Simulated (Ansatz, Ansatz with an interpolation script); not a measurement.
# From a coarse GW mesh to bands everywhere: TiO2 (Anatase), part 2 of 2

G0W0 gives levels on a mesh alone; what do the bands of TiO2 (Anatase) look like between the points?

Ansatz 0.2.0; LDA, Wannier functions and G0W0, plane waves, PAW. Known limits of the many-body steps: not at the basis limit.

So far. Step 2 (LDA bands): The gap is indirect, with the least direct gap 0.35 eV higher. Step 3 (Wannier functions (O:2p Ti:3d) on 12×12×12): Near the gap the model misses directly solved bands by 0.0 meV r.m.s. and by 0 meV at most in the window tested. This tests the starting bands, not the corrections carried with them.

### Step 4. G0W0 at every point of the mesh: 6×6×6 mesh, 313 empty bands, screening to 160 eV, PAW set soft_1 files

G0W0 replaces the xc potential by the self-energy, built once from these orbitals. Only a window of levels is corrected, while the sums run over the empty bands that the input names.

This step: G0W0 on LDA, plane waves, PAW; PAW set soft_1.

The input, input.yaml:

```yaml
crystal:
  lattice:
    - [-1.8921, 1.8921, 4.7573]
    - [1.8921, -1.8921, 4.7573]
    - [1.8921, 1.8921, -4.7573]
  atoms:
    - { symbol: Ti, position: [0.0, 0.0, 0.0] }
    - { symbol: Ti, position: [0.75, 0.25, 0.5] }
    - { symbol: O, position: [0.2081, 0.2081, 0.0] }
    - { symbol: O, position: [0.9581, 0.4581, 0.5] }
    - { symbol: O, position: [0.5419, 0.0419, 0.5] }
    - { symbol: O, position: [0.7919, 0.7919, 0.0] }
kpoints:
  mp_grid: { grid: [6, 6, 6] }
hamiltonian:
  xc: lda
  pseudopotentials: { kind: paw, azcp: { folder: soft_1 }, xc_functional: pbe }
scf:
  occupations: { method: fixed }
gw:
  n_empty_bands: 313
  ecut_chi: 160.0
  qp_bands: [v12, c8]
  screening: { model: contour_deformation }
```

The run is started by

```console
$ ansatz run input.yaml --threads 3 --pin off --max-ram 92160MiB --backend cuda --events-out ev --progress --plain --runs-dir out --devices 1 --max-vram 13GiB
```

Numbers of over 12 decimals in the logs are rounded to 6 here.

The log of the run:

```text
GPUs: using 1 of 1 available (devices: 1).
[...]
GPU FFT provider: cuFFT
GPU libraries: cuBLAS 13.8.2, cuFFT 12.4.0, cuSOLVER 12.3.4
Crystal: 6 atoms, lattice volume = 68.125 Å³
Basis set: ecut = 420 eV, 1315 PW (Γ)
Bands: 30, of which v1, the nominal top of the filled ones, is band 24 counted from 1 (23 counted from 0)
Symmetry: 16 space group operations
[...]
k-points: 30 of 216
[...]
GPU buffer pool allocated for 64000 grid points (all kernels)
[...]
SCF iter   1: F=—  HF=-7130.929002 eV  |F-HF|=—  |Δ(HF+E_count)|=         —  Δρ=5.26e-2  dr2=2.05e0  ethr=3.10e-3  ⟨swp⟩=4.3  Hψ=3073  notcnv=0  defer=67
[...]
SCF iter   9: F=-7130.444304 eV  HF=-7130.444305 eV  |F-HF|=2.99e-8  |Δ(HF+E_count)|=   7.42e-7  Δρ=6.46e-6  dr2=3.35e-8  ethr=2.08e-10  ⟨swp⟩=7.4  Hψ=3672  notcnv=0
SCF 1 converged in 9 iterations: F = -7130.444304 eV  dr2 = 3.35e-8
[...]
G₀W₀ screening: q 1/30
[... further progress lines ...]
[...]
SCF converged after 9 iterations
Free energy (F): -7130.444304 eV
[...]
Internal energy: -7130.444304 eV  (E = F + TS)
E sigma→0 (E₀):  -7130.444304 eV
Fermi energy:    6.839437 eV
[...]
--- Band table (eV; the first three rows and the last of 30) ---
  k-point 0: bands = [... 20 lower, 6.1135, 6.1173, 6.4045, 6.4045, 8.9033, 9.6714, 10.8179, 10.8179, ... 2 higher]
  k-point 1: bands = [... 20 lower, 5.5350, 5.7056, 6.2270, 6.6198, 9.7680, 9.8808, 10.0883, 10.5155, ... 2 higher]
  k-point 2: bands = [... 20 lower, 4.8018, 5.9123, 6.2838, 6.7714, 9.8851, 10.1693, 10.3136, 10.6644, ... 2 higher]
  k-point 29: bands = [... 20 lower, 5.6062, 5.6062, 6.7584, 6.7584, 9.2733, 9.2733, 10.6002, 10.6002, ... 2 higher]
--- G₀W₀: contour deformation, 7 samples at zero and on the imaginary axis and 3 off it, 216 q-points, 313 empty bands' worth ---
  eigenvalues of the whole cell's RPA ε∞ on this k-mesh (on a slab, of 1 + 4πα/V) = 6.2147, 6.7844, 6.7844; static W/v taken at q = 0 is 0.150441
  bands read: the sum over 337 bands ends inside a degenerate multiplet in 5 slots, whose members it reads at an even weight; the widest, k=3: bands 337 to 338 (counted from 1) at 1/2 each
    ik  band        ε_KS         Σx   Σc(E_QP)       V_xc       Z   E_QP_lin       E_QP  E_QP is
     0    13      2.9047   -25.1625     5.1009   -19.9781  0.6393     2.8211     2.8212  root
     0    14      3.0144   -24.9749     4.6979   -20.0904  0.6634     2.8266     2.8279  root
     0    15      3.0144   -24.9749     4.6979   -20.0904  0.6634     2.8266     2.8279  root
     0    16      3.4000   -24.2411     5.1651   -18.7552  0.6572     3.0735     3.0792  root
     0    17      4.7585   -24.0512     4.7622   -19.0158  0.6747     4.4826     4.4853  root
     0    18      4.7585   -24.0512     4.7622   -19.0158  0.6747     4.4826     4.4853  root
     0    19      4.8307   -25.5011     4.9895   -20.2010  0.6900     4.5172     4.5201  root
     0    20      6.1135   -26.2846     3.9643   -22.1668  0.7200     5.9595     5.9599  root
     0    21      6.1135   -26.2846     3.9643   -22.1668  0.7200     5.9595     5.9599  root
     0    22      6.1173   -26.0173     4.3116   -21.4978  0.7120     5.9084     5.9093  root
     0    23      6.4045   -25.1834     4.5038   -20.4430  0.6994     6.1666     6.1679  root
     0    24      6.4045   -25.1834     4.5038   -20.4430  0.6994     6.1666     6.1679  root
     0    25      8.9033   -13.0619    -6.6480   -21.1168  0.7309    10.3504    10.3101  root
     0    26      9.6714   -13.4436    -7.5482   -22.4723  0.7097    11.2098    11.1519  root
[...]
29    28     10.6002   -13.6837    -8.2379   -23.3929  0.6885    12.1442    12.0716  root
    29    29     11.0881   -15.0769    -6.7356   -23.0750  0.6888    12.4050    12.3505  root
    29    30     11.0881   -15.0769    -6.7356   -23.0750  0.6888    12.4050    12.3505  root
    29    31     11.8896   -16.4375    -7.2357   -25.2195  0.7057    13.5105    13.4359  root
    29    32     11.8896   -16.4375    -7.2357   -25.2195  0.7057    13.5105    13.4359  root
```

Elapsed: 3.4 min, on 1 × NVIDIA H100 80GB HBM3 (shared by 6 runs) with 3 threads of AMD EPYC 7R13 (Zen 3), shared host; peak memory 1.8 GiB.

This step gave:

```yaml
bands_summed: 337
rpa_eps_infinity_on_this_mesh_eigenvalues: 6.215, 6.784, 6.784
plane_waves_in_the_screening_matrix: 309
q_points_in_the_mesh: 216
g0w0_gap_on_the_mesh: 3.678 eV
k_of_the_valence_top: 0, 0, -0.5
k_of_the_conduction_bottom: 0, 0, 0
starting_gap_on_the_mesh: 2.064 eV
z_at_the_valence_top: 0.7065
z_at_the_conduction_bottom: 0.7309
least_direct_g0w0_gap_on_the_computed_points: 4.012 eV
```

The gap on the mesh goes from 2.06 eV to 3.68 eV, a correction of +1.61 eV. Between the two edge states, bare exchange in place of the xc potential would open the gap by 12.69 eV, and correlation takes back 11.07 eV. The start differs from the 2.02 eV found before because this mesh misses an edge.

### Step 5. Interpolating the corrections

A script adds the corrections, carried to the Wannier functions and back, to the LDA levels, along the path and on a 18×18×18 mesh.

* G0W0 gap over the zone: 3.63 eV
* conduction bottom at: Γ
* starting gap over the zone: 2.015 eV
* least direct G0W0 gap: 3.992 eV
* G0W0 gap on the mesh: 3.678 eV
* valence width, start: 4.797 eV
* valence width, G0W0: 4.784 eV
* gap by a rigid shift: 3.629 eV

Levels solved directly plus the interpolated quasiparticle correction. Limits: finite bands, cutoff and mesh. Quasiparticle bands along the path, in eV, zero at the valence-band top of each set:

```csv
point,band 21,band 22,band 23,band 24,band 25,band 26,band 27,band 28
Γ,-0.72,-0.72,-0.51,-0.51,3.63,4.47,5.49,5.49
halfway,-1.85,-0.99,-0.66,-0.28,4.61,4.76,5.09,5.28
X,-2.14,-2.14,-0.05,-0.05,4.98,4.98,5.39,5.39
halfway,-1.86,-1.86,-0.13,-0.13,5.04,5.04,5.33,5.33
P,-1.65,-1.65,-0.23,-0.23,5.16,5.16,5.19,5.19
halfway,-1.96,-0.99,-0.62,-0.37,4.77,4.89,5.26,5.28
N,-1.98,-1.06,-0.87,-0.69,4.81,5.07,5.17,5.30
halfway,-1.34,-0.86,-0.76,-0.56,4.50,4.78,4.97,5.21
Γ,-0.72,-0.72,-0.51,-0.51,3.63,4.47,5.49,5.49
halfway,-1.10,-1.10,-0.24,-0.24,3.75,4.34,5.42,5.42
M,-1.33,-1.33,-0.13,-0.13,4.04,4.04,5.39,5.39
halfway,-1.44,-0.76,-0.65,-0.54,4.25,4.74,5.02,5.17
S,-1.29,-1.01,-0.99,-0.85,4.74,5.05,5.16,5.28
jump to S0,-1.29,-1.01,-0.99,-0.85,4.74,5.05,5.16,5.28
halfway,-1.47,-1.00,-0.82,-0.62,4.73,4.79,4.98,5.23
Γ,-0.72,-0.72,-0.51,-0.51,3.63,4.47,5.49,5.49
jump to X,-2.14,-2.14,-0.05,-0.05,4.98,4.98,5.39,5.39
halfway,-2.09,-2.09,-0.06,-0.06,4.96,4.96,5.37,5.37
R,-1.97,-1.97,-0.09,-0.09,4.93,4.93,5.34,5.34
jump to G,-1.97,-1.97,-0.09,-0.09,4.93,4.93,5.34,5.34
halfway,-1.15,-1.15,-0.55,-0.55,4.61,4.61,5.19,5.19
M,-1.33,-1.33,-0.13,-0.13,4.04,4.04,5.39,5.39
```

The same for LDA:

```csv
point,band 21,band 22,band 23,band 24,band 25,band 26,band 27,band 28
Γ,-0.77,-0.77,-0.48,-0.48,2.02,2.78,3.93,3.93
X,-2.11,-2.11,-0.05,-0.05,3.29,3.29,3.78,3.78
P,-1.62,-1.62,-0.26,-0.26,3.53,3.53,3.56,3.56
N,-2.00,-0.98,-0.85,-0.64,3.16,3.49,3.52,3.62
Γ,-0.77,-0.77,-0.48,-0.48,2.02,2.78,3.93,3.93
M,-1.28,-1.28,-0.13,-0.13,2.39,2.39,3.71,3.71
S,-1.21,-0.95,-0.93,-0.83,3.14,3.42,3.53,3.58
S0,-1.21,-0.95,-0.93,-0.83,3.14,3.42,3.53,3.58
Γ,-0.77,-0.77,-0.48,-0.48,2.02,2.78,3.93,3.93
X,-2.11,-2.11,-0.05,-0.05,3.29,3.29,3.78,3.78
R,-1.95,-1.95,-0.09,-0.09,3.26,3.26,3.73,3.73
G,-1.95,-1.95,-0.09,-0.09,3.26,3.26,3.73,3.73
M,-1.28,-1.28,-0.13,-0.13,2.39,2.39,3.71,3.71
```

Minima of the lowest conduction band, from levels solved directly at the displaced points, plus the interpolated correction; masses are left empty at degenerate points, on flat bands and where the interpolated correction rules the curvature; G0W0 masses are rough. Conduction valleys, by row:

```csv
point,k (reciprocal lattice),valleys in the zone,G0W0 level above the valence top (eV),LDA level above the valence top (eV),G0W0 principal masses (m_e),LDA principal masses (m_e)
Γ,0.000 0.000 0.000,1,3.63,2.015,0.487 0.487 3.242,0.384 0.384 3.771
```

Second differences of levels solved directly at the displaced points, plus the interpolated correction, at the quasiparticle band edges; no spin-orbit coupling; left empty where the band is flat or the interpolated correction rules the curvature. Effective masses, by row:

```csv
carrier,point,Cartesian direction,band,LDA mass (m_e),G0W0 mass (m_e)
hole,0.000 -0.000 -0.440,100,24,1.896,1.913
hole,0.000 -0.000 -0.440,010,24,1.894,1.91
hole,0.000 -0.000 -0.440,001,24,0.875,1.083
hole,0.000 -0.000 -0.440,110,24,1.635,1.655
hole,0.000 -0.000 -0.440,111,24,1.281,1.425
electron,Γ,100,25,0.383,0.486
electron,Γ,010,25,0.383,0.486
electron,Γ,001,25,3.779,3.246
electron,Γ,110,25,0.383,0.486
electron,Γ,111,25,0.547,0.679
```

Wannier model on a dense mesh, Gaussian width 0.15 eV. Limits: finite bands, cutoff and mesh. Density of states against energy, zero at the valence-band top of each set; read off at these points; values in states/eV/cell:

```csv
energy (eV),G0W0,LDA
-5.250,2.1e-5,1.1e-4
-5.000,0.0369,0.123
-4.750,2.98,4.26
-4.600,5.74,5.98
-4.500,5.37,5.12
-4.250,4.45,4.52
-4.000,5.67,6.36
-3.800,8.73,8.18
-3.750,9.08,8.02
-3.700,9.43,7.85
-3.500,6.08,5.90
-3.250,3.54,3.82
-3.000,4.34,3.68
-2.750,4.39,4.27
-2.500,4.92,4.84
-2.250,5.68,5.27
-2.200,6.05,5.55
-2.000,5.05,4.97
-1.750,4.06,3.96
-1.500,4.31,4.24
-1.250,4.12,4.22
-1.000,5.58,5.48
-0.750,6.92,6.90
-0.700,6.94,7.14
-0.500,5.11,5.63
-0.250,3.38,3.59
0.000,0.716,0.657
0.250,0.0129,0.0115
0.500,0,0
0.750,0,0
1.000,0,0
1.250,0,0
1.500,0,0
1.750,0,7.5e-4
2.000,0,0.0462
2.250,0,0.248
2.500,0,0.601
2.750,0,1.99
3.000,0,5.72
3.250,3.2e-5,7.51
3.500,0.00985,10.5
3.600,0.0441,12.1
3.750,0.155,8.09
4.000,0.421,3.48
4.250,1.03,4.85
4.500,3.05,3.23
4.750,6.86,1.46
5.000,7.62,0.452
5.200,12.7,0.998
5.250,12.6,1.28
5.500,5.05,2.70
5.750,4.93,2.88
6.000,3.69,3.63
6.250,1.65,3.68
6.500,0.246,4.15
```

Corrections by starting level (eV, on the run's own energy scale, so only their differences matter):

```csv
start,correction
-4.74,−0.20
-4.24,−0.12
-3.75,−0.11
-3.45,−0.15
-2.79,−0.16
-2.08,−0.26
-1.56,−0.23
-0.94,−0.28
-0.67,−0.24
-0.15,−0.18
2.06,+1.41
3.14,+1.45
3.54,+1.42
3.76,+1.47
4.28,+1.32
5.38,+1.49
6.63,+1.38
```

### Step 6. HSE06 bands, for comparison

This step: DFT, HSE06, plane waves, PAW; PAW set soft_1.

The input, input.yaml:

```yaml
crystal:
  lattice:
    - [-1.8921, 1.8921, 4.7573]
    - [1.8921, -1.8921, 4.7573]
    - [1.8921, 1.8921, -4.7573]
  atoms:
    - { symbol: Ti, position: [0.0, 0.0, 0.0] }
    - { symbol: Ti, position: [0.75, 0.25, 0.5] }
    - { symbol: O, position: [0.2081, 0.2081, 0.0] }
    - { symbol: O, position: [0.9581, 0.4581, 0.5] }
    - { symbol: O, position: [0.5419, 0.0419, 0.5] }
    - { symbol: O, position: [0.7919, 0.7919, 0.0] }
kpoints:
  mp_grid: { grid: [6, 6, 6] }
  band_path:
    path:
      - [[0.0, 0.0, 0.0], [0.0, 0.0, 0.5], [0.25, 0.25, 0.25], [0.0, 0.5, 0.0], [0.0, 0.0, 0.0], [0.5, 0.5, -0.5], [0.28954641, 0.71045359, -0.28954641]]
      - [[-0.28954641, 0.28954641, 0.28954641], [0.0, 0.0, 0.0]]
      - [[0.0, 0.0, 0.5], [-0.07909283, 0.07909283, 0.5]]
      - [[0.5, 0.5, -0.07909283], [0.5, 0.5, -0.5]]
    npoints: 10
hamiltonian:
  xc: hse06
  pseudopotentials: { kind: paw, azcp: { folder: soft_1 } }
scf:
  occupations: { method: fixed }
  n_extra_bands: 6
output:
  eigenvalues: true
```

The log of the run:

```text
[...]
GPUs: using 1 of 1 available (devices: 1).
[...]
davidson cushion auto → on  (no smearing: the cushion is to keep the highest requested band from converging to the state above it; pin scf.eigensolver.cushion to override)
[...]
GPU FFT provider: cuFFT
GPU libraries: cuBLAS 13.8.2, cuFFT 12.4.0, cuSOLVER 12.3.4
Crystal: 6 atoms, lattice volume = 68.125 Å³
Basis set: ecut = 420 eV, 1315 PW (Γ), FFT grids on a1+a3, a2+a3, a3
Bands: 30, of which v1, the nominal top of the filled ones, is band 24 counted from 1 (23 counted from 0)
Symmetry: 16 space group operations
[...]
k-points: 30 of 216
[...]
GPU buffer pool allocated for 29160 grid points (all kernels)
[...]
SCF iter   1: F=—  HF=-7277.832318 eV  |F-HF|=—  |Δ(HF+E_count)|=         —  Δρ=6.36e-2  dr2=2.98e0  ethr=1.00e-1  ⟨swp⟩=3.2  Hψ=2655  notcnv=0
[...]
SCF iter   6: F=-7277.491036 eV  HF=-7277.491056 eV  |F-HF|=2.01e-5  |Δ(HF+E_count)|=   3.33e-4  Δρ=5.57e-4  dr2=1.90e-4  ethr=1.77e-5  ⟨swp⟩=2.9  Hψ=2031  notcnv=0
SCF 1 stopped early in 6 iterations: F = -7277.491036 eV  dr2 = 1.90e-4
[...]
GPU FFT provider: cuFFT
GPU libraries: cuBLAS 13.8.2, cuFFT 12.4.0, cuSOLVER 12.3.4
[...]
GPU buffer pool allocated for 29160 grid points (all kernels)
[...]
SCF 2 stopped early in 6 iterations: F = -7276.010710 eV  dr2 = 1.90e-5
hybrid outer 1: dexx = +5.343e-2 eV, tail = 2.03e-4 eV
GPU FFT provider: cuFFT
GPU libraries: cuBLAS 13.8.2, cuFFT 12.4.0, cuSOLVER 12.3.4
GPU buffer pool allocated for 29160 grid points (all kernels)
[...]
Frozen-core exchange: fock
SCF iter   1: F=—  HF=-7276.009964 eV  |F-HF|=—  |Δ(HF+E_count)|=         —  Δρ=4.31e-4  dr2=1.31e-4  ethr=2.11e-6  ⟨swp⟩=3.0  Hψ=2219  notcnv=0
[...]
SCF iter   8: F=-7276.009943 eV  HF=-7276.009943 eV  |F-HF|=1.54e-9  |Δ(HF+E_count)|=   1.11e-7  Δρ=1.72e-6  dr2=3.10e-9  ethr=2.00e-10  ⟨swp⟩=4.0  Hψ=2793  notcnv=0
SCF 3 converged in 8 iterations: F = -7276.009943 eV  dr2 = 3.10e-9
hybrid outer 2: dexx = +8.348e-6 eV, tail = 6.17e-8 eV, Δε = 8.24e-3 eV (about 1.57e-4 eV left of the loop's levels)
[...]
hybrid SCF converged: 2 outer / 14 inner (+6 warm-up), last move |dexx| = 8.35e-6 eV, tail = 6.17e-8 eV
Stability not checked: this state was not tested for a lower state beside it, because the functional holds exact exchange (a hybrid, or Hartree-Fock), whose exchange loop this test does not read (fock_operator; see scf.lower_state_search)
Free energy (F): -7276.009942 eV
Frozen-core exchange: fock
[...]
Internal energy: -7276.009942 eV  (E = F + TS)
E sigma→0 (E₀):  -7276.009942 eV
Fermi energy:    6.213208 eV
[...]
--- Band table (eV; the first three rows and the last of 30) ---
  k-point 0: bands = [... 20 lower, 5.4618, 5.4618, 5.7635, 5.7635, 9.8796, 10.7441, 11.9571, 11.9571, ... 2 higher]
  k-point 1: bands = [... 20 lower, 4.7957, 5.0159, 5.5387, 5.9813, 10.8547, 10.8778, 11.1040, 11.6289, ... 2 higher]
  k-point 2: bands = [... 20 lower, 3.9727, 5.2403, 5.6162, 6.1470, 10.9635, 11.1835, 11.4362, 11.7837, ... 2 higher]
  k-point 29: bands = [... 20 lower, 4.8603, 4.8603, 6.1372, 6.1372, 10.2961, 10.2961, 11.7995, 11.7995, ... 2 higher]
```

It took 3.8 min on 1 × NVIDIA H100 80GB HBM3 (shared by 6 runs) with 3 threads; peak memory 1.9 GiB; 9.3 min of CPU time.

This step gave:

| Property | Result |
| --- | --- |
| filled bands | 24 |
| gap | 3.615 eV |
| valence top at | k = (0.000, 0.000, 0.450) |
| conduction bottom at | Γ |
| least direct gap | 3.980 eV |

The gap stands +1.60 eV against LDA.

Electronic bands along the path, in eV, zero at the top of the highest nominally filled band:

```csv
point,band 21,band 22,band 23,band 24,band 25,band 26,band 27,band 28
Γ,-0.80,-0.80,-0.50,-0.50,3.62,4.48,5.69,5.69
halfway,-2.05,-1.05,-0.67,-0.26,4.61,4.71,5.18,5.42
X,-2.22,-2.22,-0.05,-0.05,5.01,5.01,5.50,5.50
halfway,-1.95,-1.95,-0.14,-0.14,5.09,5.09,5.43,5.43
P,-1.73,-1.73,-0.24,-0.24,5.25,5.25,5.27,5.27
halfway,-2.09,-1.04,-0.65,-0.37,4.75,4.93,5.37,5.38
N,-2.11,-1.03,-0.94,-0.71,4.90,5.21,5.21,5.36
halfway,-1.41,-0.87,-0.84,-0.57,4.56,4.84,4.94,5.29
Γ,-0.80,-0.80,-0.50,-0.50,3.62,4.48,5.69,5.69
halfway,-1.16,-1.16,-0.25,-0.25,3.73,4.34,5.57,5.57
M,-1.40,-1.40,-0.13,-0.13,4.03,4.03,5.53,5.53
halfway,-1.45,-0.79,-0.65,-0.59,4.30,4.80,4.98,5.25
S,-1.31,-1.03,-0.98,-0.92,4.82,5.19,5.22,5.32
jump to S0,-1.31,-1.03,-0.98,-0.92,4.82,5.19,5.22,5.32
halfway,-1.55,-1.00,-0.90,-0.62,4.78,4.89,4.96,5.31
Γ,-0.80,-0.80,-0.50,-0.50,3.62,4.48,5.69,5.69
jump to X,-2.22,-2.22,-0.05,-0.05,5.01,5.01,5.50,5.50
halfway,-2.18,-2.18,-0.06,-0.06,5.00,5.00,5.48,5.48
R,-2.05,-2.05,-0.10,-0.10,4.98,4.98,5.44,5.44
jump to G,-2.05,-2.05,-0.10,-0.10,4.98,4.98,5.44,5.44
halfway,-1.18,-1.18,-0.57,-0.57,4.63,4.63,5.24,5.24
M,-1.40,-1.40,-0.13,-0.13,4.03,4.03,5.53,5.53
```

### Step 7. Outcome

| Quantity | Value |
| --- | --- |
| LDA gap | 2.02 eV |
| G0W0 gap over the zone | 3.63 eV, indirect |
| least direct G0W0 gap, in the model | 3.99 eV |
| GW settings | 6×6×6 mesh, 313 empty bands, screening to 160 eV, PAW set soft_1 files |
| known limits | not at the basis limit |

**Reading.** The Wannier model follows the LDA bands to under 1 meV r.m.s. near the gap. The G0W0 gap over the zone is 3.63 eV, indirect, from k = (0.000, 0.000, -0.440) to Γ; on the mesh alone it is 3.68 eV, and a rigid shift of the LDA bands would give 3.63 eV. The valence width in the model goes from 4.80 eV to 4.78 eV. At the band edge the lightest electron mass is 0.38 m_e at the start and 0.49 m_e in G0W0; the G0W0 masses rest on corrections from the 6×6×6 mesh alone and are rough. HSE06 gives a gap of 3.62 eV on the same path. Against experiment, by G0W0@LDA: the gap of 3.63 eV lies +0.23 eV from the measured 3.4 eV (indirect, on borosilicate glass, 2023); the direct gap of 3.99 eV lies +0.81 eV from the measured 3.18 ± 0.03 eV (direct, 300 K, 2022); the gap of 3.63 eV lies +0.46 eV from the measured 3.17 eV (kind not stated, 2020); the gap of 3.63 eV lies +0.35 eV from the measured 3.28 eV (optical, 2018); the direct gap of 3.99 eV lies +0.01 eV from the measured 3.98 eV (electronic, quoted 2020). An exciton line or allowed optical edge lies below the quasiparticle gap by the binding energy; a forbidden edge can push the onset above it. The calculation has static nuclei and no excitons; a measured gap holds zero-point and thermal motion, which mostly lowers it. Bands and cutoff are finite, so the gap is not at the basis limit. The miss can reach some tenths of an eV and take either sign; the mesh is an error of its own. Above the frozen window of the model the interpolated levels need not meet the computed ones, even at points of the mesh.

[Paths, hosts, dates, memory and timing lines, banners, echoed tables and standing remarks are left out of the program output.]

[Logs are printed without paths, hosts, clocks, repeated set-up lines and the standing remarks that a program may print on its own settings, such as how far it seeks lower states.]

[Runs of the session that timed out or met a known fault of the program may be left out.]

[Hosts, paths, dates, database ids (printed as entryN), source tags and the programs' standing remarks are cut or masked in the printed files.]
